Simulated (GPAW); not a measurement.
# Near-edge structure at the Li K edge of LiRh (P-6m2), part 2 of 3

Aim: the dependence of the Li K near-edge features of LiRh (P-6m2) on volume.

GPAW 26.7.0; X-ray absorption from dipole matrix elements to empty bands, plane-wave PAW LDA.

So far. Step 2 (Ground state of the crystal): The mesh shows no gap, so the system is treated as a metal and the core electron is put at the Fermi level (neutral cell).

### Step 4. Spectrum with XCH, Li atom 2

The holes are 6.3 Å apart. In GPAW the data set carries the hole's charge, so charge=0 means a charged cell and charge=-1 a neutral one. The excited electron is kept in the cell, where it fills the lowest empty states and screens the hole. After the field has converged, empty bands are computed with the density fixed and the dipole matrix elements are summed.

The absorber has 6 Rh at 2.65 Å and 6 Li at 2.65 Å (anticuboctahedral, as in hcp, site symmetry -6m2).

File xas.py:

```python
import numpy as np
from ase import Atoms
from ase.parallel import parprint, paropen
from gpaw import GPAW, PW, FermiDirac, Mixer, MixerDif, setup_paths
from gpaw.test import gen
setup_paths.insert(0, '.')
gen('Li', name='fch1s', xcname='LDA', corehole=(1, 0, 1), write_xml=True)
from gpaw.mpi import world
world.barrier()

atoms = Atoms('Rh8Li8',
    cell=[[-3.97845069, 2.29695958, 4.32660441],
     [3.97845069, -2.29695958, 4.32660441],
     [2.65230046, 4.59391915, -4.32660441]],
    scaled_positions=[[0.04166667, 0.20833333, 0.25],
     [0.54166667, 0.70833333, 0.25],
     [0.91666667, 0.58333333, 0.5],
     [0.41666667, 0.08333333, 0.5],
     [0.29166667, 0.45833333, 0.75],
     [0.79166667, 0.95833333, 0.75],
     [0.66666667, 0.33333333, 0],
     [0.16666667, 0.83333333, 0],
     [0.25, 0.25, 0],
     [0.75, 0.75, 0],
     [0.125, 0.625, 0.25],
     [0.625, 0.125, 0.25],
     [0.5, 0.5, 0.5],
     [0, 0, 0.5],
     [0.875, 0.375, 0.75],
     [0.375, 0.875, 0.75]],
    pbc=True)
atoms.calc = calc = GPAW(legacy_gpaw=True, mode=PW(500, force_complex_dtype=True), xc='LDA', setups={8: 'fch1s'},
    kpts={'size': (4, 4, 4), 'gamma': True}, occupations=FermiDirac(0.1),
    charge=-1, mixer=Mixer(0.1, 5, 50), maxiter=150,
    convergence={'density': 0.0001, 'eigenstates': 1e-6}, txt='scf.txt')
energy = atoms.get_potential_energy() + calc.get_reference_energy()
ef = calc.get_fermi_level()
out = dict(energy=energy, fermi=ef, forces=atoms.get_forces().tolist())
parprint(f'all-electron energy {energy:.4f} eV, Fermi level {ef:.4f} eV')
ev = np.array([[calc.get_eigenvalues(k, s) for k in range(len(calc.get_ibz_k_points()))] for s in range(calc.get_number_of_spins())])
out['homo'], out['lumo'], out['counts'] = ev[ev < ef].max(), ev[ev > ef].min(), sorted(set((ev < ef).sum((0, 2)).tolist()))
out['filled'] = (ev[:, 0] < ef).sum(1).tolist()

from ase.units import Ha
from gpaw.xas import dipole_matrix_elements
nb = int(calc.get_number_of_electrons() / 2) + 168
top, nb = nb, nb + 8 + nb // 12
nscf = calc.fixed_density(kpts={'size': (5, 5, 5), 'gamma': True}, nbands=nb,
    convergence={'bands': top, 'eigenstates': 5e-3}, maxiter=60, txt='nscf.txt')
cell = atoms.cell.array
ops = [cell.T @ U.T @ np.linalg.inv(cell.T) for U in nscf.wfs.kd.symmetry.op_scc]
E = np.arange(-6, 34, 0.1)
fwhm = np.interp(E, [4, 25], [0.9, 3.5])
Y, X, zero, highest = 0, 0, 1e9, 1e9
for spin in range(nscf.get_number_of_spins()):
    wfs = nscf.wfs
    mine = wfs.bd.get_slice()  # this rank's bands
    A = dipole_matrix_elements(wfs.setups[8])
    eps = np.zeros((wfs.kd.nibzkpts, nb))
    d = np.zeros((3, A.shape[1], wfs.kd.nibzkpts, nb), complex)
    for kpt in wfs.kpt_u:
        if kpt.s == spin and 8 in kpt.P_ani:
            eps[kpt.k, mine] = kpt.eps_n * Ha
            d[:, :, kpt.k, mine] = (kpt.weight * wfs.nspins / 2) ** 0.5 * np.inner(A, kpt.P_ani[8])
    world.sum(eps)
    world.sum(d)
    T = np.einsum('amkn,bmkn->abkn', d, d.conj()).real
    T = sum(np.einsum('ai,ijkn,bj->abkn', R, T, R) for R in ops) / len(ops)
    empty = eps > ef
    zero, highest = min(zero, eps[empty].min()), min(highest, eps[:, top - 1].min())
    lines = [(eps, T, empty)] if spin == 0 else lines + [(eps, T, empty)]
for eps, T, empty in lines:
    f = np.einsum('aakn->akn', T).reshape(3, -1)
    x = eps.ravel() - zero
    w = np.interp(x, E, fwhm) / 2.35482
    g = np.exp(-0.5 * ((E[:, None] - x) / w) ** 2) / (w * (2 * np.pi) ** 0.5)
    Y = Y + (f * empty.ravel()) @ g.T
    X = X + (f * ~empty.ravel()) @ g.T
out.update(E=E.round(2).tolist(), xas=Y.tolist(), xes=X.tolist(), zero=zero, valid=highest - zero, nk=len(eps), nb=nb)
for i in range(0, len(E), 10):
    parprint(f'{E[i]:7.2f}', *(f'{v:10.3e}' for v in Y[:, i]))
import json
with paropen('out.json', 'w') as f:
    json.dump(out, f)
```

The run is started by

```
OMP_NUM_THREADS=1 mpirun -n 4 gpaw python xas.py
```

Numbers of over 12 decimals in the logs are rounded to 6 here.

Log:

```text
Input parameters:
  charge: -1
  convergence: {density: 0.0001,
                eigenstates: 1e-06}
  kpts: {gamma: True,
         size: (4, 4, 4)}
  maxiter: 150
  mixer: {backend: pulay,
          beta: 0.1,
          method: separate,
          nmaxold: 5,
          weight: 50}
  mode: {ecut: 500.0,
         force_complex_dtype: True,
         name: pw}
  occupations: {fixmagmom: False,
                name: fermi-dirac,
                width: 0.1}
  setups: {8: fch1s}

Initialize ...

[... PAW data sets ...]

Reference energy: -1041602.523638  # eV

Spin-paired calculation

[... convergence settings ...]
Symmetries present (total): 1
  [... symmetry matrices ...]

64 k-points: 4 x 4 x 4 Monkhorst-Pack grid + [1/8,1/8,1/8]
36 k-points in the irreducible part of the Brillouin zone
       k-points in crystal coordinates                weights
   0:     0.00000000    0.00000000    0.00000000          1/64
   1:     0.00000000    0.00000000    0.25000000          2/64
   2:     0.00000000    0.00000000    0.50000000          1/64
   3:     0.00000000    0.25000000   -0.25000000          2/64
   4:     0.00000000    0.25000000    0.00000000          2/64
   5:     0.00000000    0.25000000    0.25000000          2/64
   6:     0.00000000    0.25000000    0.50000000          2/64
   7:     0.00000000    0.50000000    0.00000000          1/64
   8:     0.00000000    0.50000000    0.25000000          2/64
   9:     0.00000000    0.50000000    0.50000000          1/64
          ...
  35:     0.50000000    0.50000000    0.50000000          1/64

Wave functions: Plane wave expansion
  Cutoff energy: 500.000 eV
  Number of coefficients (min, max): 5312, 5382
  Pulay-stress correction: 0.000000 eV/Ang^3 (de/decut=0.000000)
  Using FFTW library
  Wavefunction extrapolation:
    Improved wavefunction reuse through dual PAW basis

Occupation numbers: Fermi-Dirac:
  width: 0.1000  # eV

Eigensolver
   Davidson(niter=2)

Densities:
  Coarse grid: 35*35*36 grid
  Fine grid: 70*70*72 grid
  Total Charge: 0.000000

Density mixing:
  Method: separate
  Backend: pulay
  Linear mixing parameter: 0.1
  old densities: 5
  Width of damping distribution: 1.1
  Damping of long wavelength oscillations: 50

[... Hamiltonian set-up ...]
Number of atoms: 16
Number of atomic orbitals: 128
Number of bands in calculation: 82
Number of valence electrons: 129
Bands to converge: occupied

... initialized

Initializing position-dependent things.

Density initialized from atomic densities
Creating initial wave functions:
  82 bands from LCAO basis set

           Li
             Rh     Rh

        Rh    LRh
                 Rh
         Li     Li     Li
           Li     Li
             Rh     Rh
               Rh

                Li

Atomic positions and initial magnetic moments

Positions:
   0 Rh     1.326150    0.765653    0.000000    ( 0.0000,  0.0000,  0.0000)
   1 Rh     1.326150    0.765653    4.326604    ( 0.0000,  0.0000,  0.0000)
   2 Rh    -0.000000    3.062613    4.326604    ( 0.0000,  0.0000,  0.0000)
   3 Rh    -0.000000    3.062613    0.000000    ( 0.0000,  0.0000,  0.0000)
   4 Rh     2.652300    3.062613    0.000000    ( 0.0000,  0.0000,  0.0000)
   5 Rh     2.652300    3.062613    4.326604    ( 0.0000,  0.0000,  0.0000)
   6 Rh    -1.326150    0.765653    4.326604    ( 0.0000,  0.0000,  0.0000)
[...]
13 Li     1.326150    2.296960   -2.163302    ( 0.0000,  0.0000,  0.0000)
  14 Li     0.000000    4.593919    2.163302    ( 0.0000,  0.0000,  0.0000)
  15 Li     3.978451    2.296960    2.163302    ( 0.0000,  0.0000,  0.0000)

Unit cell:
           periodic     x           y           z      points  spacing
  1. axis:    yes   -3.978451    2.296960    4.326604    35     0.1548
  2. axis:    yes    3.978451   -2.296960    4.326604    35     0.1548
  3. axis:    yes    2.652300    4.593919   -4.326604    36     0.1474

  Lengths:   6.310594   6.310594   6.845312
  Angles:  115.679845 115.679845  93.432853

Effective grid spacing dv^(1/3) = 0.1685

iter:   1  -120.033407
iter:   2  -105.618205   -0.67  -1.01
iter:   3  -101.343420   -0.58  -1.25
iter:   4  -100.736137   -1.73  -1.58
iter:   5  -100.560272   -2.43  -1.69
iter:   6  -100.352577   -2.58  -1.78
iter:   7  -100.309064   -2.88  -2.07
iter:   8  -100.306275c  -3.49  -2.32
iter:   9  -100.307141c  -3.62  -2.40
iter:  10  -100.307886c  -3.60  -2.50
iter:  11  -100.308764c  -3.77  -2.78
iter:  12  -100.309212c  -4.16  -2.98
iter:  13  -100.309084c  -4.61  -3.02
iter:  14  -100.309019c  -5.26  -3.27
iter:  15  -100.309174c  -5.41  -3.44
iter:  16  -100.309167c  -6.32c -3.83
iter:  17  -100.309126c  -6.52c -3.90
iter:  18  -100.309103c  -6.63c -4.07c

Converged after 18 iterations.

Dipole moment: (0.493011, -0.284640, -0.088864) |e|*Ang

Energy contributions relative to reference atoms: (reference = -1041602.523638)

Kinetic:         -8.371925
Potential:       -7.495254
External:        +0.000000
XC:             -82.944831
Entropy (-ST):   -0.414457
Local:           -1.289865
SIC:             +0.000000
--------------------------
Free energy:   -100.516332
Extrapolated:  -100.309103

Showing only first 2 kpts
 Kpt  Band  Eigenvalues  Occupancy
  0    62      6.54325    0.24573
  0    63      6.54609    0.23968
  0    64      6.71807    0.04761
  0    65      7.03487    0.00205

  1    62      6.35846    0.94123
  1    63      6.43411    0.58877
  1    64      6.46111    0.48310
[...]
Fermi level: 6.34669

No gap
No difference between direct/indirect transitions

Forces in eV/Ang:
  0 Rh   -0.09473   -0.04298    0.74361
  1 Rh   -0.09400   -0.04334   -0.74357
  2 Rh   -0.05742    0.03316    0.00001
  3 Rh   -0.05736    0.03311    0.00001
  4 Rh   -0.01017    0.10350   -0.74357
  5 Rh   -0.00947    0.10313    0.74362
  6 Rh    0.14982   -0.08694   -0.73916
[...]
13 Li    0.00930    0.09485    0.00002
 14 Li   -0.08590   -0.04108   -0.00003
 15 Li    0.10220   -0.03138    0.00002
Scalar-relativistic atomic LDA calculation for Li (Lithium, Z=3)
Core hole in 1s state (1s occupation: 1.0)
300 radial gridpoints.
|------------------------------------------------|
|------------------------------------------------|
[... the atom generator's iteration count ...]

Energy contributions:
-------------------------
Kinetic:       +4.802428
XC:            -0.868730
Potential:     -8.792701
-------------------------
Total:         -4.859003

state      eigenvalue         ekin         rmax
-----------------------------------------------
1s^1.0 :    -3.111117     4.172383        0.342
2s^1.0 :    -0.451969     0.630045        2.146
2p^0.0 :    -0.373048     0.566752        1.896
-----------------------------------------------
(units: Bohr and Hartree)

Generating PAW setup
Kinetic energy of the core from tauc = 4.172937
Cutoffs:
rc(s)=2.000
rc(p)=2.000
rc(d)=2.000
rc(vbar)=1.800
rc(comp)=2.000
rc(nct)=2.000

Kinetic energy of the core states: 4.172383
Charge: 1.0
Core electrons: 1.0
Valence electrons: 1.0
Pseudo-core charge: 0.040575
Shape function alpha=2.500
Pseudo-electron charge 1.068451
state    eigenvalue         norm
--------------------------------
2s(1) :    -0.451969     1.027876
*s    :     0.548031
2p(0) :    -0.373048     0.945113
*p    :     0.626952
*d    :     0.000000
--------------------------------

Diagonalizing with gridspacing h=0.050

state   all-electron     PAW
-------------------------------
2s:      -0.451969    -0.451984
2p:      -0.373048    -0.373160
*d:                   -0.093511
*f:                   -0.020693
-------------------------------
all-electron energy -1041702.8327 eV, Fermi level 6.3467 eV
[...]
31.00  1.350e-03  1.364e-03  1.777e-03
  32.00  1.404e-03  1.415e-03  1.515e-03
  33.00  1.413e-03  1.416e-03  1.307e-03
```

Wall time 17 min (4 MPI ranks of Arm Neoverse N1, shared host); peak memory 0.99 GiB.

The Li K spectrum, Li atom 2, excited-electron core hole (neutral cell) (energy from the lowest empty level; intensity scaled to a mean of 1 over the first 20 eV; polarised curves are means over the symmetry-equivalent atoms):

```tsv
E (eV)	isotropic	ε ⊥ c	ε ∥ c
-2.0	0.00	0.00	0.00
-1.5	0.00	0.00	0.00
-1.0	0.00	0.00	0.00
-0.5	0.02	0.02	0.01
0.0	0.14	0.16	0.10
0.5	0.50	0.60	0.28
1.0	1.00	1.30	0.42
1.5	1.39	1.81	0.56
2.0	1.46	1.77	0.84
2.5	1.17	1.31	0.90
3.0	0.89	0.88	0.91
3.5	0.72	0.60	0.95
4.0	0.59	0.53	0.71
4.5	0.74	0.78	0.67
5.0	0.84	0.95	0.62
5.5	0.71	0.83	0.48
6.0	0.75	0.83	0.60
6.5	1.08	1.10	1.05
7.0	1.38	1.36	1.43
7.5	1.38	1.32	1.50
8.0	1.27	1.17	1.47
8.5	1.25	1.12	1.49
9.0	1.26	1.12	1.55
9.5	1.28	1.11	1.61
10.0	1.31	1.12	1.69
10.5	1.43	1.23	1.81
11.0	1.61	1.46	1.92
11.5	1.76	1.70	1.90
12.0	1.77	1.78	1.74
12.5	1.62	1.65	1.54
13.0	1.37	1.38	1.35
13.5	1.11	1.10	1.14
14.0	0.90	0.90	0.91
14.5	0.77	0.80	0.72
15.0	0.71	0.77	0.60
15.5	0.70	0.78	0.55
16.0	0.71	0.79	0.54
16.5	0.69	0.77	0.54
17.0	0.64	0.71	0.51
17.5	0.58	0.63	0.48
18.0	0.53	0.58	0.45
18.5	0.52	0.56	0.43
19.0	0.53	0.58	0.43
19.5	0.56	0.62	0.43
20.0	0.59	0.66	0.44
20.5	0.60	0.68	0.45
21.0	0.61	0.68	0.46
21.5	0.60	0.66	0.48
22.0	0.58	0.63	0.49
22.5	0.57	0.60	0.51
23.0	0.55	0.57	0.52
23.5	0.54	0.55	0.53
24.0	0.53	0.52	0.53
24.5	0.52	0.51	0.54
25.0	0.52	0.49	0.56
25.5	0.52	0.48	0.59
26.0	0.52	0.47	0.63
26.5	0.53	0.46	0.68
27.0	0.54	0.45	0.72
27.5	0.55	0.44	0.76
28.0	0.55	0.43	0.78
28.5	0.55	0.43	0.79
29.0	0.55	0.44	0.78
29.5	0.55	0.45	0.76
30.0	0.55	0.46	0.73
30.5	0.55	0.47	0.69
31.0	0.54	0.49	0.64
31.5	0.53	0.50	0.59
32.0	0.52	0.51	0.55
```

Main maxima below 24 eV (height): 1.8 eV (1.48), 4.9 eV (0.84), 7.2 eV (1.42), 11.8 eV (1.79) and 20.8 eV (0.61). A K edge sees empty p states on the absorber.

The total-energy difference is 55.89 eV. One term is added: -3.34 eV, since the hole is spin-paired here and a spin-polarised one costs that much less in the free atom (computed apart). The photon energy is then 52.55 eV. The tabulated edge of the element is 54.7 eV. The functional leaves an error in such absolute values: in the free atom LDA prices this hole 1.0 eV below PBE (computed apart), and PBE is itself good to a few eV.

### Step 5. Reference energy of the supercell

The cell changes for the next run, so it gets a reference energy of its own.

The cell differs from the one that the last finished run ended in (a 6.311 → 6.115 Å, b 6.311 → 6.115 Å, c 6.845 → 6.633 Å).

File scf.py:

```python
import numpy as np
from ase import Atoms
from ase.parallel import parprint, paropen
from gpaw import GPAW, PW, FermiDirac, Mixer, MixerDif, setup_paths
from gpaw.test import gen
setup_paths.insert(0, '.')
gen('Li', name='nch1s', xcname='LDA', corehole=(1, 0, 0), write_xml=True)
from gpaw.mpi import world
world.barrier()

atoms = Atoms('Rh8Li8',
    cell=[[-3.85532603, 2.22587352, 4.19270513],
     [3.85532603, -2.22587352, 4.19270513],
     [2.57021735, 4.45174704, -4.19270513]],
    scaled_positions=[[0.04166667, 0.20833333, 0.25],
     [0.54166667, 0.70833333, 0.25],
     [0.91666667, 0.58333333, 0.5],
     [0.41666667, 0.08333333, 0.5],
     [0.29166667, 0.45833333, 0.75],
     [0.79166667, 0.95833333, 0.75],
     [0.66666667, 0.33333333, 0],
     [0.16666667, 0.83333333, 0],
     [0.25, 0.25, 0],
     [0.75, 0.75, 0],
     [0.125, 0.625, 0.25],
     [0.625, 0.125, 0.25],
     [0.5, 0.5, 0.5],
     [0, 0, 0.5],
     [0.875, 0.375, 0.75],
     [0.375, 0.875, 0.75]],
    pbc=True)
atoms.calc = calc = GPAW(legacy_gpaw=True, mode=PW(500, force_complex_dtype=True), xc='LDA', setups={8: 'nch1s'},
    kpts={'size': (4, 4, 4), 'gamma': True}, occupations=FermiDirac(0.1),
    charge=0, mixer=Mixer(0.1, 5, 50), maxiter=150,
    convergence={'density': 0.0001, 'eigenstates': 1e-6}, txt='scf.txt')
energy = atoms.get_potential_energy() + calc.get_reference_energy()
ef = calc.get_fermi_level()
out = dict(energy=energy, fermi=ef, forces=atoms.get_forces().tolist())
parprint(f'all-electron energy {energy:.4f} eV, Fermi level {ef:.4f} eV')
ev = np.array([[calc.get_eigenvalues(k, s) for k in range(len(calc.get_ibz_k_points()))] for s in range(calc.get_number_of_spins())])
out['homo'], out['lumo'], out['counts'] = ev[ev < ef].max(), ev[ev > ef].min(), sorted(set((ev < ef).sum((0, 2)).tolist()))
out['filled'] = (ev[:, 0] < ef).sum(1).tolist()
import json
with paropen('out.json', 'w') as f:
    json.dump(out, f)
```

The run is started by

```
OMP_NUM_THREADS=1 mpirun -n 4 gpaw python scf.py
```

Log:

```text
Input parameters:
  convergence: {density: 0.0001,
                eigenstates: 1e-06}
  kpts: {gamma: True,
         size: (4, 4, 4)}
  maxiter: 150
  mixer: {backend: pulay,
          beta: 0.1,
          method: separate,
          nmaxold: 5,
          weight: 50}
  mode: {ecut: 500.0,
         force_complex_dtype: True,
         name: pw}
  occupations: {fixmagmom: False,
                name: fermi-dirac,
[...]
warnings.warn(
<dir> UserWarning: Using symmetrized grid: (35,35,35).

  warnings.warn('Using symmetrized grid: ({},{},{}).\n'.format(*N_c))
<dir> UserWarning: Using symmetrized grid: (35,35,35).

  warnings.warn('Using symmetrized grid: ({},{},{}).\n'.format(*N_c))
<dir> UserWarning: Using symmetrized grid: (35,35,35).

  warnings.warn('Using symmetrized grid: ({},{},{}).\n'.format(*N_c))
all-electron energy -1041758.6848 eV, Fermi level 7.2128 eV
[key lines of the parts left out:]
Converged after 16 iterations.
Dipole moment: (0.387446, -0.223692, 0.004255) |e|*Ang
Free energy:    -88.954004
Fermi level: 7.21284
```

The job ended after 2.7 min (4 MPI ranks; peak memory 0.37 GiB).

Reference energy: -1041758.685 eV with the cores included.

### Step 6. Spectrum with XCH, Li atom 2

Shorter bonds are expected to push antibonding states and scattering resonances up, and longer ones down; the cell is scaled to test that.

Changed against the first core-hole run: volume scale from 1 to 0.91.

xas.py: that of step 4 with these lines changed.

```diff
@@ -11,5 +11,5 @@
 atoms = Atoms('Rh8Li8',
-    cell=[[-3.97845069, 2.29695958, 4.32660441],
-     [3.97845069, -2.29695958, 4.32660441],
-     [2.65230046, 4.59391915, -4.32660441]],
+    cell=[[-3.85532603, 2.22587352, 4.19270513],
+     [3.85532603, -2.22587352, 4.19270513],
+     [2.57021735, 4.45174704, -4.19270513]],
     scaled_positions=[[0.04166667, 0.20833333, 0.25],
@@ -45,5 +45,5 @@
 from gpaw.xas import dipole_matrix_elements
-nb = int(calc.get_number_of_electrons() / 2) + 168
+nb = int(calc.get_number_of_electrons() / 2) + 157
 top, nb = nb, nb + 8 + nb // 12
-nscf = calc.fixed_density(kpts={'size': (5, 5, 5), 'gamma': True}, nbands=nb,
+nscf = calc.fixed_density(kpts={'size': (6, 6, 6), 'gamma': True}, nbands=nb,
     convergence={'bands': top, 'eigenstates': 5e-3}, maxiter=60, txt='nscf.txt')
```

The run is started by

```
OMP_NUM_THREADS=1 mpirun -n 4 gpaw python xas.py
```

Log:

```text
Input parameters:
  charge: -1
  convergence: {density: 0.0001,
                eigenstates: 1e-06}
  kpts: {gamma: True,
         size: (4, 4, 4)}
  maxiter: 150
  mixer: {backend: pulay,
          beta: 0.1,
          method: separate,
          nmaxold: 5,
          weight: 50}
  mode: {ecut: 500.0,
         force_complex_dtype: True,
         name: pw}
  occupations: {fixmagmom: False,
[...]
warnings.warn(
<dir> UserWarning: Using symmetrized grid: (35,35,35).

  warnings.warn('Using symmetrized grid: ({},{},{}).\n'.format(*N_c))
<dir> UserWarning: Using symmetrized grid: (35,35,35).

  warnings.warn('Using symmetrized grid: ({},{},{}).\n'.format(*N_c))
all-electron energy -1041702.9418 eV, Fermi level 7.4627 eV
[...]
32.00  1.200e-03  1.201e-03  1.921e-03
  33.00  1.259e-03  1.270e-03  1.634e-03
[key lines of the parts left out:]
Converged after 18 iterations.
Dipole moment: (0.383946, -0.221671, -0.109083) |e|*Ang
Free energy:   -100.601518
Fermi level: 7.46271
```

Wall time 15 min (4 MPI ranks); peak memory 0.93 GiB; 61 min of CPU time.

```tsv
E (eV)	first run	this run
-2.0	0.00	0.00
-1.0	0.00	0.00
0.0	0.14	0.14
1.0	1.00	1.01
2.0	1.46	1.42
3.0	0.89	0.95
4.0	0.59	0.59
5.0	0.84	0.82
6.0	0.75	0.67
7.0	1.38	1.13
8.0	1.27	1.33
9.0	1.26	1.19
10.0	1.31	1.23
11.0	1.61	1.32
12.0	1.77	1.66
13.0	1.37	1.70
14.0	0.90	1.26
15.0	0.71	0.85
16.0	0.71	0.70
17.0	0.64	0.68
18.0	0.53	0.61
19.0	0.53	0.50
20.0	0.59	0.49
21.0	0.61	0.55
22.0	0.58	0.58
23.0	0.55	0.57
24.0	0.53	0.54
25.0	0.52	0.52
26.0	0.52	0.51
27.0	0.54	0.52
28.0	0.55	0.53
29.0	0.55	0.54
30.0	0.55	0.55
31.0	0.54	0.54
32.0	0.52	0.53
```

This run also has another mesh (6×6×6 against 5×5×5), so the 14 % r.m.s. difference can't be laid on the changed setting alone. The highest intensity below 16 eV goes from 11.8 eV (1.79) to 12.6 eV (1.76).

The photon energy of the zero moves by -0.15 eV.

[end of part 2 of 3]

[Banner, clock and machine lines of the logs are left out without a mark of their own.]

[Logs are printed without paths, hosts, clocks, repeated set-up lines and the standing remarks that a program may print on its own settings, such as how far it seeks lower states.]

[Hosts, paths, dates, database ids (printed as entryN), source tags and the programs' standing remarks are cut or masked in the printed files.]

[Lists of maxima count a maximum above −3 eV only where it reaches 4 % of the highest in the window and stands out from its surroundings by 2 % of it (1.5 % where it reaches 55 %); shoulders and weaker maxima are passed over, and of the rest the first, up to two pre-edge ones and the few strongest are named.]
